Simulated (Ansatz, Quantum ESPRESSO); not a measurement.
# Evanescent states of KCl, rock salt type, lattice constant set to 6.252 Å, part 3 of 4

Aim: how fast states decay in the gap of KCl, rock salt type, lattice constant set to 6.252 Å.

Quantum ESPRESSO 7.5; plane-wave DFT, PBE, GBRV ultrasoft pseudopotentials; cross-check by Ansatz 0.2.0 with PAW datasets.

So far. Step 2 (Self-consistent run): The run needed 11 iterations to bring the estimated error under 1e-09 Ry.

The structure was built from a prototype and need not be the compound's stable phase.

## Step 3: Complex band structure (continued)

Level of this step: complex band structure by pwcond; plane-wave DFT, PBE, GBRV ultrasoft pseudopotentials (Quantum ESPRESSO).

K across = (1/4, 0) in the cell's reciprocal vectors; values within 0.0025 1/Å of each other count once, columns are sorted by size at each energy, a dash where no further value was kept. The Im kz of the slowest decaying states by energy, zero at the highest filled level of the SCF mesh:

```
energy (eV)  decay 1 (Å⁻¹)  decay 2 (Å⁻¹)  decay 3 (Å⁻¹)
      -2.07          0.506           1.07           1.09
      -1.84          0.473           1.04           1.06
      -1.61          0.431           1.00           1.03
      -1.38          0.378          0.965          0.987
      -1.15          0.302          0.919           0.94
      -0.92          0.157          0.863          0.883
      -0.69           0.79          0.806           1.54
      -0.46           0.68          0.691           1.51
      -0.23          0.286          0.569          0.735
       0.00          0.199          0.437          0.474
       0.46          0.343          0.527          0.649
       0.69          0.374          0.539           0.69
       0.92          0.397           0.55          0.717
       1.15          0.414          0.559          0.736
       1.38          0.427          0.567          0.748
       1.61          0.436          0.573          0.756
       1.84          0.444          0.578          0.761
       2.07          0.449          0.582          0.763
       2.30          0.452          0.585          0.763
       2.53          0.453          0.586           0.76
       2.76          0.453          0.587          0.756
       2.99          0.451          0.587           0.75
       3.22          0.447          0.586          0.743
       3.45          0.442          0.584          0.734
       3.68          0.435          0.582          0.724
       3.91          0.427          0.579          0.712
       4.14          0.416          0.575          0.699
       4.37          0.404           0.57          0.685
       4.83           0.37          0.559          0.653
       5.06          0.347          0.552          0.635
       5.29          0.319          0.545          0.615
       5.52          0.284          0.537          0.594
       5.75          0.235          0.528          0.571
       5.98          0.163          0.518          0.546
       6.21          0.508           0.52          0.593
       6.44          0.492          0.496          0.569
       6.67          0.461          0.483          0.503
       6.90          0.404          0.428          0.472
```

## Step 4: Complex bands with pwcond.x, with epsproj = 0.001

A sensitivity test on the input.

cbs.w.in

```
&inputcond
  outdir = './out'
  prefixl = 'scf'
  band_file = 'cbs.w'
  ikind = 0
  ewind = 4.0
  epsproj = 0.001
  nz1 = 7
  energy0 = 6.9
  denergy = -0.23
/
4
  0.00000000 0.00000000 1.00000000
  0.50000000 0.00000000 1.00000000
  0.50000000 0.50000000 1.00000000
  0.25000000 0.00000000 1.00000000
40
```

Launch:

```
OMP_NUM_THREADS=1 mpirun -n 2 pwcond.x -in cbs.w.in > cbs.w.out
```

Output:

```text
[banner, memory and clock lines left out]
Program PWCOND v.7.5 starts
[citation notice left out]

[...]
./out/scf.save/

[...]
negative rho (up, down):  3.035E-02 0.000E+00
     Reading collected, re-writing distributed wavefunctions

===== INPUT FILE containing the left lead =====

     GEOMETRY:

     lattice parameter (alat)  =       8.3542  a.u.
     the volume                =     824.5624 (a.u.)^3
     the cross section         =      69.7920 (a.u.)^2
     l of the unit cell        =       1.4142 (alat)
     number of atoms/cell      =            4
     number of atomic types    =            2

     crystal axes: (cart. coord. in units of alat)
               a(1) = (  1.0000  0.0000  0.0000 )
               a(2) = (  0.0000  1.0000  0.0000 )
               a(3) = (  0.0000  0.0000  1.4142 )

   Cartesian axes

     site n.     atom                  positions (alat units)
          1        K      tau(  1)=(  0.0000  0.0000  1.4142  )
          2        Cl     tau(  2)=(  0.5000  0.5000  1.4142  )
          3        K      tau(  3)=(  0.5000  0.5000  0.7071  )
          4        Cl     tau(  4)=(  0.0000  0.0000  0.7071  )

     nr1s                      =           36
     nr2s                      =           36
     nr3s                      =           48
     nr1sx                     =           36
     nr2sx                     =           36
     nr3sx                     =           48
     nr1                       =           40
     nr2                       =           40
     nr3                       =           54
     nr1x                      =           40
     nr2x                      =           40
     nr3x                      =           54

 _______________________________
  Radii of nonlocal spheres:

     type       ibeta     ang. mom.          radius (alat units)
       K          1         0                    0.2424
       K          2         0                    0.2424
       K          3         1                    0.2424
       K          4         1                    0.2424
       K          5         2                    0.2424
       K          6         2                    0.2424
       Cl         1         0                    0.1563
       Cl         2         0                    0.1563
       Cl         3         1                    0.1563
       Cl         4         1                    0.1563
       Cl         5         2                    0.1563
       Cl         6         2                    0.1563
----- General information -----

----- Complex band structure calculation -----

     nrx                       =           36
     nry                       =           36
     nz1                       =            7

     energy0               =         6.9E+00
     denergy               =        -2.3E-01
     nenergy               =         40
     ecut2d                =         4.0E+01
     ewind                 =         4.0E+00
     epsproj               =         1.0E-03

     number of k_|| points=    4
                       cryst. coord.
        k(    1) = (   0.0000000   0.0000000), wk =   0.2500000
        k(    2) = (   0.5000000   0.0000000), wk =   0.2500000
        k(    3) = (   0.5000000   0.5000000), wk =   0.2500000
        k(    4) = (   0.2500000   0.0000000), wk =   0.2500000
----- Information about left lead -----

     nocros                   =           36
     noins                    =           36
     norb                     =          108
     norbf                    =          108
     nrz                      =           48

      iorb      type   ibeta   ang. mom.   m       position (alat)
        1        1       1        0        1   taunew(   1)=(  0.0000  0.0000  0.0000)
        2        1       2        0        1   taunew(   2)=(  0.0000  0.0000  0.0000)
[...]
108        2       6        2        5   taunew( 108)=(  0.5000  0.5000  1.4142)
 ngper, shell number =          221          32
 ngper, n2d =          221          62
---  E-Ef =    6.9000000  k =    0.0000000   0.0000000
---  ie =          1  ik =          1
 Nchannels of the left tip =            2
 Right moving states:
   k1(2pi/a)   k2(2pi/a)   E-Ef (eV)
   0.3499394  -0.0000000   6.9000000
  -0.4612029  -0.0000000   6.9000000
 Left moving states:
   k1(2pi/a)   k2(2pi/a)   E-Ef (eV)
  -0.3499394   0.0000000   6.9000000
   0.4612028  -0.0000000   6.9000000

---  E-Ef =    6.6700000  k =    0.0000000   0.0000000
---  ie =          2  ik =          1
 Nchannels of the left tip =            2
 Right moving states:
   k1(2pi/a)   k2(2pi/a)   E-Ef (eV)
   0.2125744  -0.0000000   6.6700000
   0.4858147  -0.0000000   6.6700000
 Left moving states:
   k1(2pi/a)   k2(2pi/a)   E-Ef (eV)
  -0.2125744   0.0000000   6.6700000
  -0.4858148  -0.0000000   6.6700000
[... further energies and points left out ...]
---  E-Ef =   -1.8400000  k =    0.2500000   0.0000000
---  ie =         39  ik =          4
 Nchannels of the left tip =            0
 Right moving states:
   k1(2pi/a)   k2(2pi/a)   E-Ef (eV)
 Left moving states:
   k1(2pi/a)   k2(2pi/a)   E-Ef (eV)

---  E-Ef =   -2.0700000  k =    0.2500000   0.0000000
---  ie =         40  ik =          4
 Nchannels of the left tip =            0
 Right moving states:
   k1(2pi/a)   k2(2pi/a)   E-Ef (eV)
 Left moving states:
   k1(2pi/a)   k2(2pi/a)   E-Ef (eV)

[...]
```

Elapsed: 2.2 min, on 2 MPI ranks of AMD EPYC 7R43, shared host; peak memory 0.14 GiB; 3.7 min of CPU time.

The changed values were drawn from a wide range, not chosen for quality; the comparison shows what they did here together.

Beside the run it was changed from:

| quantity | this run | unchanged run | difference |
| --- | --- | --- | --- |
| peak of the smallest κ at the zone centre (Å⁻¹) | 0.383 | 0.383 | 0 |
| peak of the smallest κ at (1/2, 1/2) (Å⁻¹) | 0.506 | 0.506 | 0 |
| wall time (s) | 134 | 204 |  |

The physical values in this table stay within 0.05 %.

## Step 5: Complex bands with pwcond.x, with nenergy = 0

One more run, with a changed input.

cbs.bad.in

```
&inputcond
  outdir = './out'
  prefixl = 'scf'
  band_file = 'cbs.bad'
  ikind = 0
  ewind = 4.0
  epsproj = 1e-05
  nz1 = 7
  energy0 = 6.9
  denergy = -0.23
/
4
  0.00000000 0.00000000 1.00000000
  0.50000000 0.00000000 1.00000000
  0.50000000 0.50000000 1.00000000
  0.25000000 0.00000000 1.00000000
0
```

Launch:

```
OMP_NUM_THREADS=1 mpirun -n 2 pwcond.x -in cbs.bad.in > cbs.bad.out
```

Output:

```text
[banner, memory and clock lines left out]
Program PWCOND v.7.5 starts
[citation notice left out]

[...]
./out/scf.save/

[...]
negative rho (up, down):  3.035E-02 0.000E+00
     Reading collected, re-writing distributed wavefunctions

===== INPUT FILE containing the left lead =====

     GEOMETRY:

     lattice parameter (alat)  =       8.3542  a.u.
     the volume                =     824.5624 (a.u.)^3
     the cross section         =      69.7920 (a.u.)^2
     l of the unit cell        =       1.4142 (alat)
     number of atoms/cell      =            4
     number of atomic types    =            2

     crystal axes: (cart. coord. in units of alat)
               a(1) = (  1.0000  0.0000  0.0000 )
               a(2) = (  0.0000  1.0000  0.0000 )
               a(3) = (  0.0000  0.0000  1.4142 )

   Cartesian axes

     site n.     atom                  positions (alat units)
          1        K      tau(  1)=(  0.0000  0.0000  1.4142  )
          2        Cl     tau(  2)=(  0.5000  0.5000  1.4142  )
          3        K      tau(  3)=(  0.5000  0.5000  0.7071  )
          4        Cl     tau(  4)=(  0.0000  0.0000  0.7071  )

     nr1s                      =           36
     nr2s                      =           36
     nr3s                      =           48
     nr1sx                     =           36
     nr2sx                     =           36
     nr3sx                     =           48
     nr1                       =           40
     nr2                       =           40
     nr3                       =           54
     nr1x                      =           40
     nr2x                      =           40
     nr3x                      =           54

 _______________________________
  Radii of nonlocal spheres:

     type       ibeta     ang. mom.          radius (alat units)
       K          1         0                    0.2424
       K          2         0                    0.2424
       K          3         1                    0.2424
       K          4         1                    0.2424
       K          5         2                    0.2424
       K          6         2                    0.2424
       Cl         1         0                    0.1563
       Cl         2         0                    0.1563
       Cl         3         1                    0.1563
       Cl         4         1                    0.1563
       Cl         5         2                    0.1563
       Cl         6         2                    0.1563
----- General information -----

----- Complex band structure calculation -----

     nrx                       =           36
     nry                       =           36
     nz1                       =            7

     energy0               =         6.9E+00
     denergy               =        -2.3E-01
     nenergy               =          0
     ecut2d                =         4.0E+01
     ewind                 =         4.0E+00
     epsproj               =         1.0E-05

     number of k_|| points=    4
                       cryst. coord.
        k(    1) = (   0.0000000   0.0000000), wk =   0.2500000
        k(    2) = (   0.5000000   0.0000000), wk =   0.2500000
        k(    3) = (   0.5000000   0.5000000), wk =   0.2500000
        k(    4) = (   0.2500000   0.0000000), wk =   0.2500000
----- Information about left lead -----

     nocros                   =           36
     noins                    =           36
     norb                     =          108
     norbf                    =          108
     nrz                      =           48

      iorb      type   ibeta   ang. mom.   m       position (alat)
        1        1       1        0        1   taunew(   1)=(  0.0000  0.0000  0.0000)
        2        1       2        0        1   taunew(   2)=(  0.0000  0.0000  0.0000)
[...]
108        2       6        2        5   taunew( 108)=(  0.5000  0.5000  1.4142)
 ngper, shell number =          221          32
 ngper, n2d =          221         101
 ngper, shell number =          224          49
 ngper, n2d =          224          99
 ngper, shell number =          216          26
 ngper, n2d =          216          96
 ngper, shell number =          225          88
 ngper, n2d =          225          98

[...]
```

The job ended after 5.1 s (2 MPI ranks; peak memory 0.17 GiB; 8.9 s of CPU time).

The run finished, but its numbers are not taken as the system's. The fault: no energies.

(Continued in part 4 of 4.)

[Logs are printed without paths, hosts, clocks, repeated set-up lines and the standing remarks that a program may print on its own settings, such as how far it seeks lower states.]

[Hosts, paths, dates, database ids (printed as entryN), source tags and the programs' standing remarks are cut or masked in the printed files.]

[Maps of the electrostatic potential energy from Ansatz leave out the sawtooth potential of an applied field or a dipole correction, so their vacuum need not be flat; planar profiles and work functions include it.]
